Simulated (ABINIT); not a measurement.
# Beyond one shot: AlGaN2 (P-4m2)

Wanted: G0W0 and self-consistent gaps of AlGaN2 (P-4m2), with the cost of the cycles.

Main program and level: ABINIT 10.8.3; LDA and many-body steps on it, plane waves.

Report form: the programs' logs are mostly left out.

## Step 1: Set-up

The structure is tetragonal, space group P-4m2 (No. 115). The conventional cell has a = 3.141 Å, b = 3.141 Å, c = 4.424 Å, α = 90.00°, β = 90.00°, γ = 90.00°. Al has 4 N at 1.89 Å nearest. Nearest to Ga lie 4 N at 1.95 Å. Nearest to N lie 2 Al at 1.89 Å and 2 Ga at 1.95 Å. Farther neighbours and most contacts between anions are not listed.

The cell and positions are those that the Materials Project relaxed with its own functionals (PBE, PBE+U or r2SCAN), kept fixed.

## Step 2: Empty states on the mesh, 4×4×2 mesh, 49 bands

This step: ABINIT 10.8.3; DFT, LDA, plane waves, norm-conserving pseudopotentials.

The sums over transitions need many empty states on a uniform mesh; this step solves for them.

run.abi reads:

```
acell 3*1.0 Angstrom
rprim 
  3.140877048700 0.000000000000 0.000000000000
  0.000000000000 3.140877048700 0.000000000000
  0.000000000000 0.000000000000 4.423837940000
ntypat 3
znucl 13 31 7
natom 4
typat 1 2 3 3
xred 
  0.500000000000 0.500000000000 0.500000000000
  0.000000000000 0.000000000000 0.000000000000
  0.500000000000 0.000000000000 0.738264810000
  0.000000000000 0.500000000000 0.261735190000
pp_dirpath "pseudos"
pseudos "Al.upf, Ga.upf, N.upf"
ecut 45
ngkpt 4 4 2
nshiftk 1
shiftk 0 0 0
kptopt 1
chksymbreak 0
iscf -2
irdden 1
istwfk *1
nband 49
nbdbuf 4
tolwfr 1e-09
nstep 60
prtvol 0
indata_prefix "in"
outdata_prefix "out"
tmpdata_prefix "tmp"
```

Command:

```
> OMP_NUM_THREADS=1 mpirun -n 4 abinit run.abi > log
```

Elapsed: 16 s, on 4 MPI ranks of Arm Neoverse V1, shared host; peak memory 0.29 GiB.

This step gave:

```yaml
gap: 2.872 eV
k_of_the_valence_top: 0, 0, 0
k_of_the_conduction_bottom: 0, 0, 0
least_direct_gap: 2.872 eV
k_points_computed: 12
lowest_point_of_the_top_converged_band_above_the_valence_top: 34.00 eV
```

On this mesh the gap is 2.872 eV.

The density comes from a self-consistent run that is not shown.

## Step 3: Screening, 4×4×2 mesh, 45 bands, screening to 106.1 eV

The RPA dielectric matrix is built and inverted for each q.

This step: RPA screening on LDA, plane waves, norm-conserving pseudopotentials.

Changes to run.abi since step 2:

```diff
@@ -22,10 +22,11 @@
 chksymbreak 0
-iscf -2
-irdden 1
 istwfk *1
-nband 49
-nbdbuf 4
-tolwfr 1e-09
-nstep 60
-prtvol 0
+occopt 1
+irdwfk 1
+optdriver 3
+nband 45
+ecuteps 3.9
+inclvkb 2
+awtr 1
+symchi 1
 indata_prefix "in"
```

Run time: 16 s. Hardware: 4 MPI ranks; peak memory 0.73 GiB.

This step gave:

```
ε∞ with local fields, on this mesh, along the program's q direction : 5.437
the same without local fields                                       : 5.881
plasma frequency                                                    : 32.78 eV
plane waves in the screening matrix                                 : 107
```

Local fields lower ε∞ by 8 %. On a Γ-centred mesh this coarse the value itself is usually too large, while a short band sum pulls it down.

## Step 4: G0W0

The self-energy is evaluated for the states that the input lists, and the levels follow from it, in one-shot runs by the linearised quasiparticle equation.

This step: G0W0 on LDA, plane waves, norm-conserving pseudopotentials.

Changes to run.abi since step 3:

```diff
@@ -25,8 +25,15 @@
 irdwfk 1
-optdriver 3
+optdriver 4
 nband 45
+gwcalctyp 0
+ecutsigx 45
+symsigma 1
+nkptgw 1
+kptgw 
+  0.0000000000 0.0000000000 0.0000000000
+bdgw 
+  16 19
 ecuteps 3.9
-inclvkb 2
-awtr 1
-symchi 1
+irdscr 1
+ppmodel 1
 indata_prefix "in"
```

The job ended after 4 s (4 MPI ranks; peak memory 0.34 GiB).

This step gave:

- G0W0 gap on the points computed: 4.171 eV
- starting gap on the mesh: 2.872 eV
- k of the valence top: 0, 0, 0
- k of the conduction bottom: 0, 0, 0
- Z at the valence top: 0.795
- Z at the conduction bottom: 0.82
- least direct G0W0 gap on the computed points: 4.171 eV

The gap on the mesh goes from 2.87 eV to 4.17 eV, a correction of +1.30 eV.

## Step 5: evGW0, cycle 1

This step: evGW0 on LDA, plane waves, norm-conserving pseudopotentials.

Changes to run.abi since step 4:

```diff
@@ -27,10 +27,32 @@
 nband 45
-gwcalctyp 0
+gwcalctyp 10
 ecutsigx 45
 symsigma 1
-nkptgw 1
+nkptgw 12
 kptgw 
   0.0000000000 0.0000000000 0.0000000000
+  0.2500000000 0.0000000000 0.0000000000
+  0.5000000000 0.0000000000 0.0000000000
+  0.2500000000 0.2500000000 0.0000000000
+  0.5000000000 0.2500000000 0.0000000000
+  0.5000000000 0.5000000000 0.0000000000
+  0.0000000000 0.0000000000 0.5000000000
+  0.2500000000 0.0000000000 0.5000000000
+  0.5000000000 0.0000000000 0.5000000000
+  0.2500000000 0.2500000000 0.5000000000
+  0.5000000000 0.2500000000 0.5000000000
+  0.5000000000 0.5000000000 0.5000000000
 bdgw 
-  16 19
+  12 23
+  12 23
+  12 23
+  12 23
+  12 23
+  12 23
+  12 23
+  12 23
+  12 23
+  12 23
+  12 23
+  12 23
 ecuteps 3.9
```

Elapsed: 41 s, on 4 MPI ranks; peak memory 1.2 GiB.

Numbers from this step:

```
quasiparticle gap on the mesh                         : 4.459 eV
gap of the density functional on the mesh             : 2.872 eV
k of the valence top                                  : 0, 0, 0
k of the conduction bottom                            : 0, 0, 0
Z at the valence top                                  : 0.795
Z at the conduction bottom                            : 0.82
least direct quasiparticle gap on the computed points : 4.459 eV
```

Against G0W0 in ABINIT (4×4×2 mesh, 45 bands, screening to 106.1 eV, Godby-Needs plasmon pole), the gap moves by +0.288 eV. This first cycle still uses the starting levels; it takes the full correction, at all points of the mesh, and its linearised value is 4.171 eV.

## Step 6: evGW0, cycle 2

The corrected levels of the last cycle go back in.

Changes to run.abi since step 5:

```diff
@@ -60,2 +60,3 @@
 ppmodel 1
+irdqps 1
 indata_prefix "in"
```

Run time: 41 s. Hardware: 4 MPI ranks; peak memory 1.2 GiB.

Numbers from this step:

```yaml
quasiparticle_gap_on_the_mesh: 4.366 eV
gap_of_the_density_functional_on_the_mesh: 2.872 eV
k_of_the_valence_top: 0, 0, 0
k_of_the_conduction_bottom: 0, 0, 0
least_direct_quasiparticle_gap_on_the_computed_points: 4.366 eV
```

Against the cycle before, the gap moves by −0.093 eV.

## Step 7: evGW0, cycle 3

run.abi is that of step 6.

Elapsed: 41 s, on 4 MPI ranks; peak memory 1.2 GiB; 2.7 min of CPU time.

This step gave:

```yaml
quasiparticle_gap_on_the_mesh: 4.366 eV
gap_of_the_density_functional_on_the_mesh: 2.872 eV
k_of_the_valence_top: 0, 0, 0
k_of_the_conduction_bottom: 0, 0, 0
least_direct_quasiparticle_gap_on_the_computed_points: 4.366 eV
```

Against the cycle before, the gap moves by +0.000 eV.

## Step 8: Screening, 4×4×2 mesh, 45 bands, screening to 106.1 eV

This step: RPA screening on LDA, plane waves, norm-conserving pseudopotentials.

run.abi reads:

```
acell 3*1.0 Angstrom
rprim 
  3.140877048700 0.000000000000 0.000000000000
  0.000000000000 3.140877048700 0.000000000000
  0.000000000000 0.000000000000 4.423837940000
ntypat 3
znucl 13 31 7
natom 4
typat 1 2 3 3
xred 
  0.500000000000 0.500000000000 0.500000000000
  0.000000000000 0.000000000000 0.000000000000
  0.500000000000 0.000000000000 0.738264810000
  0.000000000000 0.500000000000 0.261735190000
pp_dirpath "pseudos"
pseudos "Al.upf, Ga.upf, N.upf"
ecut 45
ngkpt 4 4 2
nshiftk 1
shiftk 0 0 0
kptopt 1
chksymbreak 0
istwfk *1
occopt 1
irdwfk 1
optdriver 3
nband 45
ecuteps 3.9
inclvkb 2
awtr 1
symchi 1
gwcalctyp 10
mbpt_sciss 1.824 eV
nqptdm 1
qptdm 
  0 0 0
indata_prefix "in"
outdata_prefix "out"
tmpdata_prefix "tmp"
```

The job ended after 6.8 s (4 MPI ranks; peak memory 0.72 GiB).

This step gave:

* ε∞ with local fields, on this mesh, along the program's q direction: 4.536
* the same without local fields: 4.853
* plasma frequency: 32.78 eV
* plane waves in the screening matrix: 107

This screening uses the functional's bands under a rigid shift, the mean opening of the cycle before.

## Step 9: Screening, 4×4×2 mesh, 45 bands, screening to 106.1 eV

This step: RPA screening on LDA from quasiparticle energies, plane waves, norm-conserving pseudopotentials.

Changes to run.abi since step 8:

```diff
@@ -31,7 +31,17 @@
 symchi 1
+irdqps 1
 gwcalctyp 10
-mbpt_sciss 1.824 eV
-nqptdm 1
+nqptdm 11
 qptdm 
-  0 0 0
+  0.2500000000 0.0000000000 0.0000000000
+  0.5000000000 0.0000000000 0.0000000000
+  0.2500000000 0.2500000000 0.0000000000
+  0.5000000000 0.2500000000 0.0000000000
+  0.5000000000 0.5000000000 0.0000000000
+  0.0000000000 0.0000000000 0.5000000000
+  0.2500000000 0.0000000000 0.5000000000
+  0.5000000000 0.0000000000 0.5000000000
+  0.2500000000 0.2500000000 0.5000000000
+  0.5000000000 0.2500000000 0.5000000000
+  0.5000000000 0.5000000000 0.5000000000
 indata_prefix "in"
```

mrgscr.stdin reads:

```
2
merged
q0_SCR
out_SCR
1
```

Command:

```
> OMP_NUM_THREADS=1 mpirun -n 4 abinit run.abi > log; mrgscr < mrgscr.stdin
```

It took 13 s on 4 MPI ranks; peak memory 0.68 GiB.

This step gave:

| Quantity | Value |
| --- | --- |
| plasma frequency | 32.78 eV |
| plane waves in the screening matrix | 107 |

This screening reads the quasiparticle levels of the cycle before.

## Step 10: evGW, cycle 1

This step: evGW on LDA, plane waves, norm-conserving pseudopotentials.

Changes to run.abi since step 9:

```diff
@@ -25,12 +25,10 @@
 irdwfk 1
-optdriver 3
+optdriver 4
 nband 45
-ecuteps 3.9
-inclvkb 2
-awtr 1
-symchi 1
-irdqps 1
 gwcalctyp 10
-nqptdm 11
-qptdm 
+ecutsigx 45
+symsigma 1
+nkptgw 12
+kptgw 
+  0.0000000000 0.0000000000 0.0000000000
   0.2500000000 0.0000000000 0.0000000000
@@ -46,2 +44,19 @@
   0.5000000000 0.5000000000 0.5000000000
+bdgw 
+  12 23
+  12 23
+  12 23
+  12 23
+  12 23
+  12 23
+  12 23
+  12 23
+  12 23
+  12 23
+  12 23
+  12 23
+ecuteps 3.9
+irdscr 1
+ppmodel 1
+irdqps 1
 indata_prefix "in"
```

Command:

```
> OMP_NUM_THREADS=1 mpirun -n 4 abinit run.abi > log
```

Run time: 41 s. Hardware: 4 MPI ranks; peak memory 1.2 GiB.

Numbers from this step:

| Item | Value |
| --- | --- |
| quasiparticle gap on the mesh | 4.679 eV |
| gap of the density functional on the mesh | 2.872 eV |
| k of the valence top | 0, 0, 0 |
| k of the conduction bottom | 0, 0, 0 |
| least direct quasiparticle gap on the computed points | 4.679 eV |

Against G0W0 in ABINIT (4×4×2 mesh, 45 bands, screening to 106.1 eV, Godby-Needs plasmon pole), the gap moves by +0.508 eV.

## Step 11: Screening, 4×4×2 mesh, 45 bands, screening to 106.1 eV

This step: RPA screening on LDA, plane waves, norm-conserving pseudopotentials.

run.abi reads:

```
acell 3*1.0 Angstrom
rprim 
  3.140877048700 0.000000000000 0.000000000000
  0.000000000000 3.140877048700 0.000000000000
  0.000000000000 0.000000000000 4.423837940000
ntypat 3
znucl 13 31 7
natom 4
typat 1 2 3 3
xred 
  0.500000000000 0.500000000000 0.500000000000
  0.000000000000 0.000000000000 0.000000000000
  0.500000000000 0.000000000000 0.738264810000
  0.000000000000 0.500000000000 0.261735190000
pp_dirpath "pseudos"
pseudos "Al.upf, Ga.upf, N.upf"
ecut 45
ngkpt 4 4 2
nshiftk 1
shiftk 0 0 0
kptopt 1
chksymbreak 0
istwfk *1
occopt 1
irdwfk 1
optdriver 3
nband 45
ecuteps 3.9
inclvkb 2
awtr 1
symchi 1
gwcalctyp 10
mbpt_sciss 2.174 eV
nqptdm 1
qptdm 
  0 0 0
indata_prefix "in"
outdata_prefix "out"
tmpdata_prefix "tmp"
```

Run time: 6.8 s. Hardware: 4 MPI ranks; peak memory 0.72 GiB; 27 s of CPU time.

Numbers from this step:

```yaml
eps_infinity_with_local_fields_on_this_mesh_along_the_program_s_q_direction: 4.411
the_same_without_local_fields: 4.710
plasma_frequency: 32.78 eV
plane_waves_in_the_screening_matrix: 107
```

This screening uses the functional's bands under a rigid shift, the mean opening of the cycle before.

## Step 12: Screening, 4×4×2 mesh, 45 bands, screening to 106.1 eV

This step: RPA screening on LDA from quasiparticle energies, plane waves, norm-conserving pseudopotentials.

Changes to run.abi since step 11:

```diff
@@ -31,7 +31,17 @@
 symchi 1
+irdqps 1
 gwcalctyp 10
-mbpt_sciss 2.174 eV
-nqptdm 1
+nqptdm 11
 qptdm 
-  0 0 0
+  0.2500000000 0.0000000000 0.0000000000
+  0.5000000000 0.0000000000 0.0000000000
+  0.2500000000 0.2500000000 0.0000000000
+  0.5000000000 0.2500000000 0.0000000000
+  0.5000000000 0.5000000000 0.0000000000
+  0.0000000000 0.0000000000 0.5000000000
+  0.2500000000 0.0000000000 0.5000000000
+  0.5000000000 0.0000000000 0.5000000000
+  0.2500000000 0.2500000000 0.5000000000
+  0.5000000000 0.2500000000 0.5000000000
+  0.5000000000 0.5000000000 0.5000000000
 indata_prefix "in"
```

mrgscr.stdin is that of step 9.

Command:

```
> OMP_NUM_THREADS=1 mpirun -n 4 abinit run.abi > log; mrgscr < mrgscr.stdin
```

Elapsed: 13 s, on 4 MPI ranks; peak memory 0.68 GiB.

Numbers from this step:

- plasma frequency: 32.78 eV
- plane waves in the screening matrix: 107

This screening reads the quasiparticle levels of the cycle before.

## Step 13: evGW, cycle 2

This step: evGW on LDA, plane waves, norm-conserving pseudopotentials.

Changes to run.abi since step 12:

```diff
@@ -25,12 +25,10 @@
 irdwfk 1
-optdriver 3
+optdriver 4
 nband 45
-ecuteps 3.9
-inclvkb 2
-awtr 1
-symchi 1
-irdqps 1
 gwcalctyp 10
-nqptdm 11
-qptdm 
+ecutsigx 45
+symsigma 1
+nkptgw 12
+kptgw 
+  0.0000000000 0.0000000000 0.0000000000
   0.2500000000 0.0000000000 0.0000000000
@@ -46,2 +44,19 @@
   0.5000000000 0.5000000000 0.5000000000
+bdgw 
+  12 23
+  12 23
+  12 23
+  12 23
+  12 23
+  12 23
+  12 23
+  12 23
+  12 23
+  12 23
+  12 23
+  12 23
+ecuteps 3.9
+irdscr 1
+ppmodel 1
+irdqps 1
 indata_prefix "in"
```

Command:

```
> OMP_NUM_THREADS=1 mpirun -n 4 abinit run.abi > log
```

It took 41 s on 4 MPI ranks; peak memory 1.2 GiB.

This step gave:

- quasiparticle gap on the mesh: 4.715 eV
- gap of the density functional on the mesh: 2.872 eV
- k of the valence top: 0, 0, 0
- k of the conduction bottom: 0, 0, 0
- least direct quasiparticle gap on the computed points: 4.715 eV

Against the cycle before, the gap moves by +0.036 eV.

## Step 14: Screening, 4×4×2 mesh, 45 bands, screening to 106.1 eV

This step: RPA screening on LDA, plane waves, norm-conserving pseudopotentials.

run.abi reads:

```
acell 3*1.0 Angstrom
rprim 
  3.140877048700 0.000000000000 0.000000000000
  0.000000000000 3.140877048700 0.000000000000
  0.000000000000 0.000000000000 4.423837940000
ntypat 3
znucl 13 31 7
natom 4
typat 1 2 3 3
xred 
  0.500000000000 0.500000000000 0.500000000000
  0.000000000000 0.000000000000 0.000000000000
  0.500000000000 0.000000000000 0.738264810000
  0.000000000000 0.500000000000 0.261735190000
pp_dirpath "pseudos"
pseudos "Al.upf, Ga.upf, N.upf"
ecut 45
ngkpt 4 4 2
nshiftk 1
shiftk 0 0 0
kptopt 1
chksymbreak 0
istwfk *1
occopt 1
irdwfk 1
optdriver 3
nband 45
ecuteps 3.9
inclvkb 2
awtr 1
symchi 1
gwcalctyp 10
mbpt_sciss 2.212 eV
nqptdm 1
qptdm 
  0 0 0
indata_prefix "in"
outdata_prefix "out"
tmpdata_prefix "tmp"
```

Elapsed: 6.8 s, on 4 MPI ranks; peak memory 0.72 GiB; 27 s of CPU time.

Numbers from this step:

| Property | Result |
| --- | --- |
| ε∞ with local fields, on this mesh, along the program's q direction | 4.398 |
| the same without local fields | 4.695 |
| plasma frequency | 32.78 eV |
| plane waves in the screening matrix | 107 |

This screening uses the functional's bands under a rigid shift, the mean opening of the cycle before.

## Step 15: Screening, 4×4×2 mesh, 45 bands, screening to 106.1 eV

This step: RPA screening on LDA from quasiparticle energies, plane waves, norm-conserving pseudopotentials.

Changes to run.abi since step 14:

```diff
@@ -31,7 +31,17 @@
 symchi 1
+irdqps 1
 gwcalctyp 10
-mbpt_sciss 2.212 eV
-nqptdm 1
+nqptdm 11
 qptdm 
-  0 0 0
+  0.2500000000 0.0000000000 0.0000000000
+  0.5000000000 0.0000000000 0.0000000000
+  0.2500000000 0.2500000000 0.0000000000
+  0.5000000000 0.2500000000 0.0000000000
+  0.5000000000 0.5000000000 0.0000000000
+  0.0000000000 0.0000000000 0.5000000000
+  0.2500000000 0.0000000000 0.5000000000
+  0.5000000000 0.0000000000 0.5000000000
+  0.2500000000 0.2500000000 0.5000000000
+  0.5000000000 0.2500000000 0.5000000000
+  0.5000000000 0.5000000000 0.5000000000
 indata_prefix "in"
```

mrgscr.stdin is that of step 12.

Command:

```
> OMP_NUM_THREADS=1 mpirun -n 4 abinit run.abi > log; mrgscr < mrgscr.stdin
```

Elapsed: 13 s, on 4 MPI ranks; peak memory 0.68 GiB.

Numbers from this step:

```
plasma frequency                    : 32.78 eV
plane waves in the screening matrix : 107
```

This screening reads the quasiparticle levels of the cycle before.

## Step 16: evGW, cycle 3

This step: evGW on LDA, plane waves, norm-conserving pseudopotentials.

Changes to run.abi since step 15:

```diff
@@ -25,12 +25,10 @@
 irdwfk 1
-optdriver 3
+optdriver 4
 nband 45
-ecuteps 3.9
-inclvkb 2
-awtr 1
-symchi 1
-irdqps 1
 gwcalctyp 10
-nqptdm 11
-qptdm 
+ecutsigx 45
+symsigma 1
+nkptgw 12
+kptgw 
+  0.0000000000 0.0000000000 0.0000000000
   0.2500000000 0.0000000000 0.0000000000
@@ -46,2 +44,19 @@
   0.5000000000 0.5000000000 0.5000000000
+bdgw 
+  12 23
+  12 23
+  12 23
+  12 23
+  12 23
+  12 23
+  12 23
+  12 23
+  12 23
+  12 23
+  12 23
+  12 23
+ecuteps 3.9
+irdscr 1
+ppmodel 1
+irdqps 1
 indata_prefix "in"
```

Command:

```
> OMP_NUM_THREADS=1 mpirun -n 4 abinit run.abi > log
```

The job ended after 41 s (4 MPI ranks; peak memory 1.2 GiB).

This step gave:

```
quasiparticle gap on the mesh                         : 4.718 eV
gap of the density functional on the mesh             : 2.872 eV
k of the valence top                                  : 0, 0, 0
k of the conduction bottom                            : 0, 0, 0
least direct quasiparticle gap on the computed points : 4.718 eV
```

Against the cycle before, the gap moves by +0.003 eV.

## Step 17: Side by side

Times are wall times on 4 MPI ranks of Arm Neoverse V1, shared host, good to a factor of about two. A run's time includes the screening step that it read.

```csv
run,mesh,bands,screening cutoff (eV),DFT gap (eV),gap on the mesh (eV),direct (eV),ε∞ used,time
G0W0,4×4×2,45,106.1,2.872,4.171,4.171,5.44,20 s
"evGW0, cycle 1",4×4×2,45,106.1,2.872,4.459,4.459,5.44,57 s
"evGW0, cycle 2",4×4×2,45,106.1,2.872,4.366,4.366,5.44,57 s
"evGW0, cycle 3",4×4×2,45,106.1,2.872,4.366,4.366,5.44,57 s
"evGW, cycle 1",4×4×2,45,106.1,2.872,4.679,4.679,4.54,60 s
"evGW, cycle 2",4×4×2,45,106.1,2.872,4.715,4.715,4.41,60 s
"evGW, cycle 3",4×4×2,45,106.1,2.872,4.718,4.718,4.40,61 s
```

## Step 18: Outcome

* G0W0: 4.171 eV
* evGW0, cycle 1: 4.459 eV
* evGW0, cycle 2: 4.366 eV
* evGW0, cycle 3: 4.366 eV
* evGW, cycle 1: 4.679 eV
* evGW, cycle 2: 4.715 eV
* evGW, cycle 3: 4.718 eV
* known limits: not at the basis limit; no spin-orbit coupling; coarse k mesh

What this shows: Only the bands that the input lists are updated; the others, empty or deep, keep the functional's energies or take a rigid shift. The evGW loop starts from the last levels of evGW0, so its cycles and time come on top of those. evGW0 ends at 4.37 eV, +0.20 eV from G0W0, after 3 cycles that took 2 min beside the first screening; the last moved the gap by 0.000 eV. evGW ends at 4.72 eV, +0.55 eV from G0W0, after 3 cycles that took 3 min beside the first screening; the last moved the gap by 0.003 eV. The first cycle of evGW0 takes the full correction, without the factor Z, so it overshoots the one-shot value. Bands and cutoff are finite, so the gap is not at the basis limit. The miss can reach some tenths of an eV and take either sign; the mesh is an error of its own. The 4×4×2 mesh is coarse for this cell, which bears on the long-range parts of exchange and screening. In the updated screening the q = 0 part is built from Kohn-Sham bands under a rigid shift, the other q from the quasiparticle levels. The many-body steps are scalar-relativistic: spin-orbit coupling is not in them.

[Paths, hosts, dates, memory and timing lines, banners, echoed tables and standing remarks are left out of the program output.]

[Logs are printed without paths, hosts, clocks, repeated set-up lines and the standing remarks that a program may print on its own settings, such as how far it seeks lower states.]

[Runs of the session that timed out or met a known fault of the program may be left out.]

[Hosts, paths, dates, database ids (printed as entryN), source tags and the programs' standing remarks are cut or masked in the printed files.]

[G0W0 gaps are taken among the corrected bands and points alone; a level outside them can change the order at an edge.]

[Where Ansatz stands beside ABINIT at settings called matched, ABINIT's density can come from a denser mesh and the files from another edition; pairs whose starting gaps differed by over 0.03 eV were left out, so agreement reads better than it is.]
